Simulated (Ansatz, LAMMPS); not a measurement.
# Glassy 85GeO2-15Li2O (mol %) (78 atoms): where an added charge goes: runs compared

Aim: add and remove one electron in glassy 85GeO2-15Li2O (mol %) (78 atoms), with atoms held and relaxed, and read trapping energy and localisation.

Computed with Ansatz 0.2.0: Kohn-Sham DFT, PBEsol, PAW (set soft_2), plane waves.

## Step 1: The cell as built

The cell holds 78 atoms: 22 Ge, 8 Li and 48 O. Its edges and angles: a = 10.378 Å, b = 10.378 Å, c = 10.378 Å, α = 90.0°, β = 90.0°, γ = 90.0°. 78 atoms (22 Ge, 8 Li, 48 O) placed at random at 3.6 g/cm³, melted at 4000 K for 10 ps at fixed volume with the Morse and Coulomb pair potential with partial charges (Pedone, Malavasi, Menziani, Cormack and Segre, J. Phys. Chem. B 110, 11780 (2006)). Quenched from 4000 K to 300 K at 1000 K/ps and fixed volume, held 10 ps at zero pressure.

What the set-up can't give: The quench rate of 1000 K/ps is many orders above laboratory rates, so the cell is likely richer in defects and strain than a real sample. The starting topology of bonds comes from the classical model, and needn't be the one that DFT or experiment would give. Sampling is at Γ alone, for a cell whose shortest periodic width is 10 Å.

## Step 2: The reference run

The reference is a single point at the end of the relaxation.

The charged cells start from the geometry of this run, on a uniform background, with spin and a narrow Fermi–Dirac smearing.

Its input, with most atom lines left out:

```yaml
crystal:
  lattice:
    - [10.37842, 0.0, 0.0]
    - [0.0, 10.37842, 0.0]
    - [0.0, 0.0, 10.37842]
  atoms:
    - { symbol: Ge, position: [0.19006, 0.46673, 0.23484] }
    - { symbol: Ge, position: [0.40108, 0.37474, 0.90347] }
    - { symbol: Ge, position: [0.55457, 0.9993, 0.92483] }
    - { symbol: Ge, position: [0.3071, 0.97529, 0.74864] }
    - { symbol: Ge, position: [0.17559, 0.74638, 0.09861] }
    - { symbol: Ge, position: [0.0485, 0.16695, 0.72968] }
    - { symbol: Ge, position: [0.21818, 0.72146, 0.5756] }
    [... atom lines 8 to 78 left out ...]
kpoints:
  mp_grid: { grid: [1, 1, 1] }
hamiltonian:
  xc: pbesol
scf:
  occupations: { method: fixed }
output:
  forces: true
  stress: true
  populations: true
  dos:
    method: { smearing: { sigma: 0.15 } }
    de: 0.1
    projected: { site_lists: { Ge: [Ge], Li: [Li], O: [O] } }
  eigenvalues: true
  write_density: true
  write_potential: true
  volumetric_format: npy
  elf: true
```

* free energy per atom: -1565.7513 eV/atom
* r.m.s. force component: 0.01332 eV/Å
* pressure: -3.297 GPa

Filled and empty levels are parted by 1.38 eV (at Γ alone); a semilocal functional tends to put such gaps too low. In a disordered cell it changes from sample to sample, and tail or defect levels can set it.

## Step 3: The runs

Each row is one run, on 4 threads of Intel Xeon Platinum 8375C at 2.90GHz (Ice Lake), shared host. The free energy is the program's total, comparable only between runs with the same functional, potentials and atoms; between charge states it hangs on the program's zero of potential.

```
                                              run  atoms    outcome  ionic steps, all passes  free energy (eV)     time  host memory (GiB)
                        Single point at the start     78  converged                        -       -122118.948    8.2 s                1.5
                                       Relaxation     78  converged                       34       -122128.603    3 min                1.5
             Single point at the relaxed geometry     78  converged                        -       -122128.603     11 s                1.6
                    An extra electron, atoms held     78  converged                        -       -122123.204     27 s                2.5
                 An extra electron, atoms relaxed     78  converged                        3       -122123.235     46 s                2.5
An extra electron, levels at the relaxed geometry     78  converged                        -       -122123.235     31 s                2.5
          Neutral at the geometry of the electron     78  converged                        -       -122128.575     11 s                1.6
                        An extra hole, atoms held     78  converged                        -       -122131.933     40 s                2.5
                     An extra hole, atoms relaxed     78  converged                       10       -122132.266  2.8 min                2.5
    An extra hole, levels at the relaxed geometry     78  converged                        -       -122132.266     30 s                2.5
              Neutral at the geometry of the hole     78  converged                        -       -122128.013     11 s                1.5
```

In some runs the program notes that the exchange-correlation potential is rough where the density is thin.

A closer look about O69, which holds the most spin of the extra hole after relaxation: 8 atoms, nearest first, numbered in the order of the input, with positions taken from that point.

```
atom      x      y      z  distance (Å)  Löwdin charge (e)  moment (μB)
 O69   0.00   0.00   0.00          0.00              -0.64         0.38
Ge21   0.70   0.38   1.52          1.72               1.50         0.00
Li23  -0.73  -0.95  -1.45          1.88               0.78         0.00
 O58   1.19   2.04   1.56          2.84              -0.75         0.27
 O32   2.16  -0.65   1.89          2.94              -0.79         0.00
 O50  -0.33  -0.13   2.92          2.94              -0.74         0.01
 O40  -2.15   0.49  -2.05          3.02              -0.72         0.00
 O51  -3.00  -0.37   0.49          3.06              -0.69         0.00
```

## Step 4: Energies and spread of the extra charge

Energies are differences within one cell and functional; the shift is the gain plus the neutral cell's energy at the new geometry, that is how much cheaper the vertical process becomes there. The spread is the participation number of the site moments (1/Σw², over the spin inside atomic spheres), with the atom that holds the largest share and the spin that the spheres hold in all.

```
 carrier  charged less neutral, atoms held (eV)  gain on relaxing (eV)  neutral cell at that geometry, less the reference (eV)  shift of the vertical energy (eV)       spread, atoms held          spread, relaxed
electron                                  5.399                  0.032                                                   0.028                              0.060  60; Ge20 3 % of 0.32 μB  59; Ge20 4 % of 0.34 μB
    hole                                 -3.330                  0.333                                                   0.589                              0.922   7; O69 27 % of 0.80 μB   3; O69 47 % of 0.81 μB
```

## Step 5: Findings

The extra electron gains 0.032 eV as the atoms relax, and its spin stays on about 59 atoms: it stays spread out at this level. The cell with the electron ends on a moment of 0.76 μB, short of the 1 μB of one unpaired electron, so the spin density holds only part of the carrier. With the atoms held, the spheres hold only 0.32 of the 0.74 μB, so the spread is read from a small part of the spin. The extra hole gains 0.33 eV as the atoms relax, and its spin goes from about 7 to 3 atoms: the atoms trap it, with the largest share on O69. The O69–O58 distance goes from 2.97 to 2.84 Å. Adding the two vertical energies gives 2.07 eV, against a gap of 1.38 eV in the neutral cell. The zero of the potential cancels in this sum; the excess isn't taken apart here: charging of a small cell, filling of bands on a coarse mesh and the attraction to the background can all enter.

Caveats: Single energies of charged cells hang on the program's zero of potential. In the spin-polarised runs the search for a state of lower energy was switched off. No distortion was seeded, so a trapped state behind a barrier can't be found. Local and semilocal functionals favour spread-out charges, so trapping can be missed. The stress is far from hydrostatic: its diagonal is -4.9, -1.6, -3.3 GPa, compression counted positive. The pressure of -3.3 GPa says that the cell would shrink at this level of theory. Charged cells carry a uniform background, with no correction for images.

The DFT runs together took 9.4 min of wall time.

[Logs are printed without paths, hosts, clocks, repeated set-up lines and the standing remarks that a program may print on its own settings, such as how far it seeks lower states.]

[Hosts, paths, dates, database ids (printed as entryN), source tags and the programs' standing remarks are cut or masked in the printed files.]
